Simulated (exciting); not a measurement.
**Core excitons at the Cd L₃ edge of CdF2**

Wanted: the near-edge spectrum and the bound core excitons at the Cd L₃ edge of CdF2.

Calculated with exciting sodium; X-ray absorption, core-level Bethe-Salpeter equation, exchange and statically screened direct term, Tamm-Dancoff, all-electron LAPW+lo LDA.

Most raw output is cut from this account.

## Step 1: The structure

The structure is cubic, space group Fm-3m (No. 225). Conventional cell: a = 5.388 Å, b = 5.388 Å, c = 5.388 Å, α = 90.00°, β = 90.00°, γ = 90.00°. Nearest to Cd lie 8 F at 2.33 Å. Nearest to F lie 4 Cd at 2.33 Å. Farther neighbours and most contacts between anions are not listed.

Structure file:

```cif
data_structure
_symmetry_space_group_name_H-M 'P 1'
_symmetry_Int_Tables_number 1
_cell_length_a 3.8099
_cell_length_b 3.8099
_cell_length_c 3.8099
_cell_angle_alpha 60.000
_cell_angle_beta 60.000
_cell_angle_gamma 60.000
_cell_volume 39.10
loop_
_atom_site_label
_atom_site_type_symbol
_atom_site_fract_x
_atom_site_fract_y
_atom_site_fract_z
_atom_site_occupancy
Cd1 Cd 0.00000 0.00000 0.00000 1
F2 F 0.75000 0.75000 0.75000 1
F3 F 0.25000 0.25000 0.25000 1
```

Differences between curves are given as r.m.s. difference over r.m.s. height.

## Step 2: Ground state

The species files are the program's own, with muffin-tin radii set in the input.

Contents of input.xml:

```
<input>
  <title>CdF2</title>
  <structure speciespath="." autormt="false" epslat="1.0e-5">
    <crystal>
      <basevect>0.0000000000 5.0909221788 5.0909221788</basevect>
      <basevect>5.0909221788 0.0000000000 5.0909221788</basevect>
      <basevect>5.0909221788 5.0909221788 0.0000000000</basevect>
    </crystal>
    <species speciesfile="Cd.xml" rmt="2.240">
      <atom coord="0.0000000000 0.0000000000 0.0000000000"/>
    </species>
    <species speciesfile="F.xml" rmt="2.037">
      <atom coord="0.7500000000 0.7500000000 0.7500000000"/>
      <atom coord="0.2500000000 0.2500000000 0.2500000000"/>
    </species>
  </structure>
  <groundstate do="fromscratch" xctype="LDA_PW" ngridk="5 5 5" rgkmax="7" gmaxvr="14" nempty="8" swidth="0.001" maxscl="100" epsengy="1e-5"/>
</input>
```

Command:

```console
$ OMP_NUM_THREADS=1 mpirun -n 2 exciting
```

It took 16 s on 2 MPI ranks of Arm Neoverse V1, shared host.

The warnings file holds hints only, no warning.

The mesh shows a gap of 2.89 eV. Core levels (Dirac, from the valence top):

```csv
atom,level,energy (eV)
Cd,2s1/2,-3923.1
Cd,2p1/2,-3653.8
Cd,2p3/2,-3461.6
Cd,3s1/2,-724.4
Cd,3p1/2,-616.3
Cd,3p3/2,-582.0
Cd,3d3/2,-390.0
Cd,3d5/2,-383.0
Cd,4s1/2,-98.0
F,1s1/2,-647.4
```

## Step 3: A richer basis for the empty states

Each species file gets more local orbitals, built from u and its energy derivative at 0.15 Ha and u at 0.9 Ha.

input.xml is that of step 2.

Contents of SPECIES.xml, added lines:

```
<lo l="L">  <!-- L = 0, 1, 2 -->
  <wf matchingOrder="0" trialEnergy="0.1500" searchE="false"/>
  <wf matchingOrder="1" trialEnergy="0.1500" searchE="false"/>
  <wf matchingOrder="0" trialEnergy="0.9000" searchE="false"/>
</lo>
```

Command:

```console
$ OMP_NUM_THREADS=1 mpirun -n 2 exciting
```

Elapsed: 18 s, on 2 MPI ranks.

Against the first ground state the total energy moves by -9 meV an atom and the gap by -0.01 eV.

## Step 4: Screening, kernels and BSE for Cd atom 1

The absorber has 8 F at 2.33 Å (cubic, site symmetry m-3m).

Edit input.xml of step 3 so:

```diff
@@ -16,3 +16,19 @@
   </structure>
-  <groundstate do="fromscratch" xctype="LDA_PW" ngridk="5 5 5" rgkmax="7" gmaxvr="14" nempty="8" swidth="0.001" maxscl="100" epsengy="1e-5"/>
+  <groundstate do="skip" xctype="LDA_PW" ngridk="5 5 5" rgkmax="7" gmaxvr="14" nempty="8" swidth="0.001" maxscl="100" epsengy="1e-5"/>
+  <xs xstype="BSE" ngridk="4 4 4" ngridq="4 4 4" vkloff="0.097 0.273 0.493" rgkmax="7" nempty="20" gqmax="3" lmaxapwwf="5" lmaxemat="3" broad="0.04594" tevout="true">
+    <energywindow intv="126.876 128.493" points="439"/>
+    <screening screentype="full" nempty="37"/>
+    <BSE xas="true" xasspecies="1" xasatom="1" xasedge="L3" bsetype="singlet" nstlxas="1 16"/>
+    <qpointset>
+      <qpoint>0 0 0</qpoint>
+    </qpointset>
+    <plan>
+      <doonly task="xsgeneigvec"/>
+      <doonly task="writepmatxs"/>
+      <doonly task="scrgeneigvec"/>
+      <doonly task="scrwritepmat"/>
+      <doonly task="screen"/>
+      <doonly task="scrcoulint"/>
+    </plan>
+  </xs>
 </input>
```

Contents of input.xml for the exchange start (cutoff and plan only):

```
  gqmax="2"
  <plan>
    <doonly task="exccoulint"/>
  </plan>
```

Contents of input.xml for the last start (plan only):

```
  <plan>
    <doonly task="bse"/>
  </plan>
```

Command:

```console
$ OMP_NUM_THREADS=1 mpirun -n 2 exciting
$ OMP_NUM_THREADS=1 mpirun -n 2 exciting
$ OMP_NUM_THREADS=2 exciting
```

Run time: 9.9 min. Hardware: 2 MPI ranks.

Wall time by task: xsgeneigvec 4.5 s, writepmatxs 10 s, scrgeneigvec 3.4 s, scrwritepmat 2.5 s, screen 75 s, scrcoulint 3.6 min, exccoulint 3.5 min, bse 68 s.

The Cd L₃ spectrum of Cd atom 1 (energy from the Kohn–Sham onset, core level to the lowest empty state found on the meshes used, 3464.46 eV; the ground-state mesh sets it, and the shifted mesh has its lowest transition 0.45 eV above it; Im ε scaled to the maximum of the singlet run; cut below the end of the band set):

```csv
E (eV),Im ε
-4.5,0.03
-4.0,0.03
-3.5,0.03
-3.0,0.04
-2.5,0.05
-2.0,0.07
-1.5,0.09
-1.0,0.11
-0.5,0.12
0.0,0.12
0.5,0.11
1.0,0.11
1.5,0.10
2.0,0.10
2.5,0.10
3.0,0.10
3.5,0.11
4.0,0.12
4.5,0.14
5.0,0.17
5.5,0.21
6.0,0.23
6.5,0.23
7.0,0.24
7.5,0.26
8.0,0.28
8.5,0.31
9.0,0.34
9.5,0.38
10.0,0.42
10.5,0.47
11.0,0.50
11.5,0.52
12.0,0.53
12.5,0.55
13.0,0.60
13.5,0.65
14.0,0.71
14.5,0.79
15.0,0.89
15.5,0.98
16.0,0.99
16.5,0.93
17.0,0.86
17.5,0.78
18.0,0.71
18.5,0.64
19.0,0.59
19.5,0.56
20.0,0.54
20.5,0.53
21.0,0.54
21.5,0.55
22.0,0.57
22.5,0.60
23.0,0.65
23.5,0.69
24.0,0.70
24.5,0.67
```

Maxima (height): 15.8 eV (1.00) and 23.8 eV (0.70).

The Hamiltonian has 4096 rows. The lowest groups of eigenvalues and the brightest ones, on the scale above (the program counts from the shifted mesh's onset, 0.45 eV higher). Core spinors bring spin-forbidden partners, so dark means forbidden by spin or by symmetry, and the shifted mesh splits states that symmetry would keep together:

```csv
energy (eV),states within 10 meV,relative strength
-0.921,4,0.54
-0.147,4,0.12
0.269,4,0.039
0.483,4,0.0012
0.627,4,0.12
0.927,4,0.041
11.240,8,0.42
13.679,4,0.47
15.635,8,1.00
15.716,8,0.55
16.217,8,0.41
23.563,4,0.39
```

## Step 5: Independent particles

Edit input.xml of step 4 so:

```diff
@@ -20,3 +20,3 @@
     <screening screentype="full" nempty="37"/>
-    <BSE xas="true" xasspecies="1" xasatom="1" xasedge="L3" bsetype="singlet" nstlxas="1 16"/>
+    <BSE xas="true" xasspecies="1" xasatom="1" xasedge="L3" bsetype="IP" nstlxas="1 16"/>
     <qpointset>
@@ -25,8 +25,3 @@
     <plan>
-      <doonly task="xsgeneigvec"/>
-      <doonly task="writepmatxs"/>
-      <doonly task="scrgeneigvec"/>
-      <doonly task="scrwritepmat"/>
-      <doonly task="screen"/>
-      <doonly task="scrcoulint"/>
+      <doonly task="bse"/>
     </plan>
```

Command:

```console
$ OMP_NUM_THREADS=2 exciting
```

Run time: 1.5 s. Hardware: 2 threads.

Maxima (height): 4.5 eV (0.13) and 19.2 eV (0.72); the curve is highest at the end of the window. The spectrum differs from the singlet run by 36 % r.m.s. Moving the earlier curve by +3.7 eV leaves 20 %. The highest maximum lies at 19.2 eV (0.72), against 15.8 eV (1.00).

## Step 6: Exchange alone

Edit input.xml of step 5 so:

```diff
@@ -20,3 +20,3 @@
     <screening screentype="full" nempty="37"/>
-    <BSE xas="true" xasspecies="1" xasatom="1" xasedge="L3" bsetype="IP" nstlxas="1 16"/>
+    <BSE xas="true" xasspecies="1" xasatom="1" xasedge="L3" bsetype="RPA" nstlxas="1 16"/>
     <qpointset>
```

Command:

```console
$ OMP_NUM_THREADS=2 exciting
```

Elapsed: 69 s, on 2 threads.

Maxima (height): 4.5 eV (0.13) and 19.2 eV (0.72); the curve is highest at the end of the window. The spectrum is that of the independent-particle run within 1 %.

## Step 7: Local-field cutoff

Changed against the first singlet run: cutoff of the screened term (bohr⁻¹) from 3 to 4.

Edit input.xml of step 6 so:

```diff
@@ -17,6 +17,6 @@
   <groundstate do="skip" xctype="LDA_PW" ngridk="5 5 5" rgkmax="7" gmaxvr="14" nempty="8" swidth="0.001" maxscl="100" epsengy="1e-5"/>
-  <xs xstype="BSE" ngridk="4 4 4" ngridq="4 4 4" vkloff="0.097 0.273 0.493" rgkmax="7" nempty="20" gqmax="3" lmaxapwwf="5" lmaxemat="3" broad="0.04594" tevout="true">
+  <xs xstype="BSE" ngridk="4 4 4" ngridq="4 4 4" vkloff="0.097 0.273 0.493" rgkmax="7" nempty="20" gqmax="4" lmaxapwwf="5" lmaxemat="3" broad="0.04594" tevout="true">
     <energywindow intv="126.876 128.493" points="439"/>
     <screening screentype="full" nempty="37"/>
-    <BSE xas="true" xasspecies="1" xasatom="1" xasedge="L3" bsetype="RPA" nstlxas="1 16"/>
+    <BSE xas="true" xasspecies="1" xasatom="1" xasedge="L3" bsetype="singlet" nstlxas="1 16"/>
     <qpointset>
@@ -25,3 +25,5 @@
     <plan>
-      <doonly task="bse"/>
+      <doonly task="xsgeneigvec"/>
+      <doonly task="screen"/>
+      <doonly task="scrcoulint"/>
     </plan>
```

Contents of input.xml for the exchange start (cutoff and plan only):

```
  gqmax="2"
  <plan>
    <doonly task="exccoulint"/>
  </plan>
```

Contents of input.xml for the last start (plan only):

```
  <plan>
    <doonly task="bse"/>
  </plan>
```

Command:

```console
$ OMP_NUM_THREADS=1 mpirun -n 2 exciting
$ OMP_NUM_THREADS=1 mpirun -n 2 exciting
$ OMP_NUM_THREADS=2 exciting
```

The job ended after 13 min (2 MPI ranks).

The spectrum differs from the singlet run by 2 % r.m.s. The first bright state moves from -0.92 to -1.12 eV. 

```csv
E (eV),first run,this run
-5.0,0.02,0.02
-4.0,0.03,0.03
-3.0,0.04,0.05
-2.0,0.07,0.08
-1.0,0.11,0.12
0.0,0.12,0.11
1.0,0.11,0.10
2.0,0.10,0.09
3.0,0.10,0.10
4.0,0.12,0.12
5.0,0.17,0.17
6.0,0.23,0.23
7.0,0.24,0.24
8.0,0.28,0.29
9.0,0.34,0.35
10.0,0.42,0.43
11.0,0.50,0.51
12.0,0.53,0.54
13.0,0.60,0.61
14.0,0.71,0.74
15.0,0.89,0.93
16.0,0.99,1.00
17.0,0.86,0.85
18.0,0.71,0.70
19.0,0.59,0.59
20.0,0.54,0.53
21.0,0.54,0.54
22.0,0.57,0.57
23.0,0.65,0.65
24.0,0.70,0.69
```

## Step 8: Coarser mesh

Changed against the first singlet run: k mesh from 4×4×4 to 2×2×2.

Edit input.xml of step 7 so:

```diff
@@ -17,3 +17,3 @@
   <groundstate do="skip" xctype="LDA_PW" ngridk="5 5 5" rgkmax="7" gmaxvr="14" nempty="8" swidth="0.001" maxscl="100" epsengy="1e-5"/>
-  <xs xstype="BSE" ngridk="4 4 4" ngridq="4 4 4" vkloff="0.097 0.273 0.493" rgkmax="7" nempty="20" gqmax="4" lmaxapwwf="5" lmaxemat="3" broad="0.04594" tevout="true">
+  <xs xstype="BSE" ngridk="2 2 2" ngridq="2 2 2" vkloff="0.097 0.273 0.493" rgkmax="7" nempty="20" gqmax="3" lmaxapwwf="5" lmaxemat="3" broad="0.04594" tevout="true">
     <energywindow intv="126.876 128.493" points="439"/>
@@ -26,2 +26,5 @@
       <doonly task="xsgeneigvec"/>
+      <doonly task="writepmatxs"/>
+      <doonly task="scrgeneigvec"/>
+      <doonly task="scrwritepmat"/>
       <doonly task="screen"/>
```

Contents of input.xml for the exchange start (cutoff and plan only):

```
  gqmax="2"
  <plan>
    <doonly task="exccoulint"/>
  </plan>
```

Contents of input.xml for the last start (plan only):

```
  <plan>
    <doonly task="bse"/>
  </plan>
```

Elapsed: 54 s, on 2 MPI ranks.

Wall time by task: xsgeneigvec 2.8 s, writepmatxs 2.9 s, scrgeneigvec 1.5 s, scrwritepmat 1.9 s, screen 6.8 s, scrcoulint 6.3 s, exccoulint 27 s, bse 0.92 s.

These settings are cheaper. Against the singlet run the r.m.s. difference is 6 %. The first bright state moves from -0.92 to -0.77 eV. The lowest bare transition of this run lies at 1.50 eV, against 0.45. A coarse mesh samples few band energies, and it inflates the long-range part of the attraction.

```csv
E (eV),first run,this run
-4.0,0.03,0.03
-3.0,0.04,0.04
-2.0,0.07,0.07
-1.0,0.11,0.11
0.0,0.12,0.12
1.0,0.11,0.11
2.0,0.10,0.10
3.0,0.10,0.10
4.0,0.12,0.12
5.0,0.17,0.17
6.0,0.23,0.21
7.0,0.24,0.23
8.0,0.28,0.28
9.0,0.34,0.35
10.0,0.42,0.43
11.0,0.50,0.48
12.0,0.53,0.51
13.0,0.60,0.61
14.0,0.71,0.69
15.0,0.89,0.88
16.0,0.99,1.00
17.0,0.86,0.88
18.0,0.71,0.75
19.0,0.59,0.63
20.0,0.54,0.56
21.0,0.54,0.56
22.0,0.57,0.60
23.0,0.65,0.74
24.0,0.70,0.78
```

## Step 9: From independent particles to the full kernel

```csv
level,curve passes 0.15 (eV),highest maximum (eV),its height
IP,8.9,19.2,0.72
RPA,8.9,19.2,0.72
singlet,4.7,15.8,1.00
```

```csv
E (eV),IP,RPA,singlet
-4.0,0.01,0.01,0.03
-3.0,0.02,0.02,0.04
-2.0,0.02,0.02,0.07
-1.0,0.02,0.02,0.11
0.0,0.03,0.03,0.12
1.0,0.04,0.04,0.11
2.0,0.06,0.06,0.10
3.0,0.09,0.09,0.10
4.0,0.12,0.12,0.12
5.0,0.13,0.13,0.17
6.0,0.12,0.12,0.23
7.0,0.14,0.14,0.24
8.0,0.14,0.14,0.28
9.0,0.15,0.15,0.34
10.0,0.17,0.17,0.42
11.0,0.20,0.20,0.50
12.0,0.26,0.26,0.53
13.0,0.32,0.32,0.60
14.0,0.37,0.37,0.71
15.0,0.50,0.50,0.89
16.0,0.62,0.62,0.99
17.0,0.66,0.66,0.86
18.0,0.69,0.69,0.71
19.0,0.72,0.72,0.59
20.0,0.71,0.71,0.54
21.0,0.66,0.66,0.54
22.0,0.63,0.63,0.57
23.0,0.65,0.65,0.65
24.0,0.71,0.71,0.70
```

## Step 10: Outcome

```yaml
absorber_and_edge: Cd L₃, atom 1
surroundings: 8 F at 2.33 Å (cubic, site symmetry m-3m)
first_bright_state: -0.92 eV from the Kohn–Sham onset, on this mesh
highest_maximum: 15.8 eV
cost_of_the_bse_run: 9.9 min on 2 MPI ranks of Arm Neoverse V1, shared host; the last task ran on as many threads
```

**Reading.** Is a core exciton bound? Yes on this mesh: the first bright state (over 5 % of the brightest) lies at -0.92 eV from the Kohn–Sham onset and at -1.38 eV from the lowest bare transition of its own mesh. Changing the cutoff of the screened term (bohr⁻¹) from 3 to 4 alters the spectrum by 2 % r.m.s. Exchange alone changes the independent-particle spectrum by 0.0 % r.m.s. A mesh of 64 points doesn't converge binding energies, and fine structure above the first lines is partly noise of the mesh. Exchange and the short-range direct term aren't converged in the kernel cutoff. The zero comes from the unshifted 5×5×5 ground-state mesh; it is exact only where the band minimum lies on that mesh. The conduction states carry no spin here, so the exchange coupling to the spinor core hole is only partly held. This core level is treated alone, with no coupling to its spin–orbit partner. The Kohn–Sham onset, 3464 eV, is no photon energy (tabulated edge of the element: 3538 eV): the scale needs a rigid shift. Bands and screening come from semilocal DFT, whose small gap overscreens. Vibrations and energy-dependent lifetimes are left out. The structure is a published determination, not relaxed.

[Logs are printed without paths, hosts, clocks, repeated set-up lines and the standing remarks that a program may print on its own settings, such as how far it seeks lower states.]

[Hosts, paths, dates, database ids (printed as entryN), source tags and the programs' standing remarks are cut or masked in the printed files.]
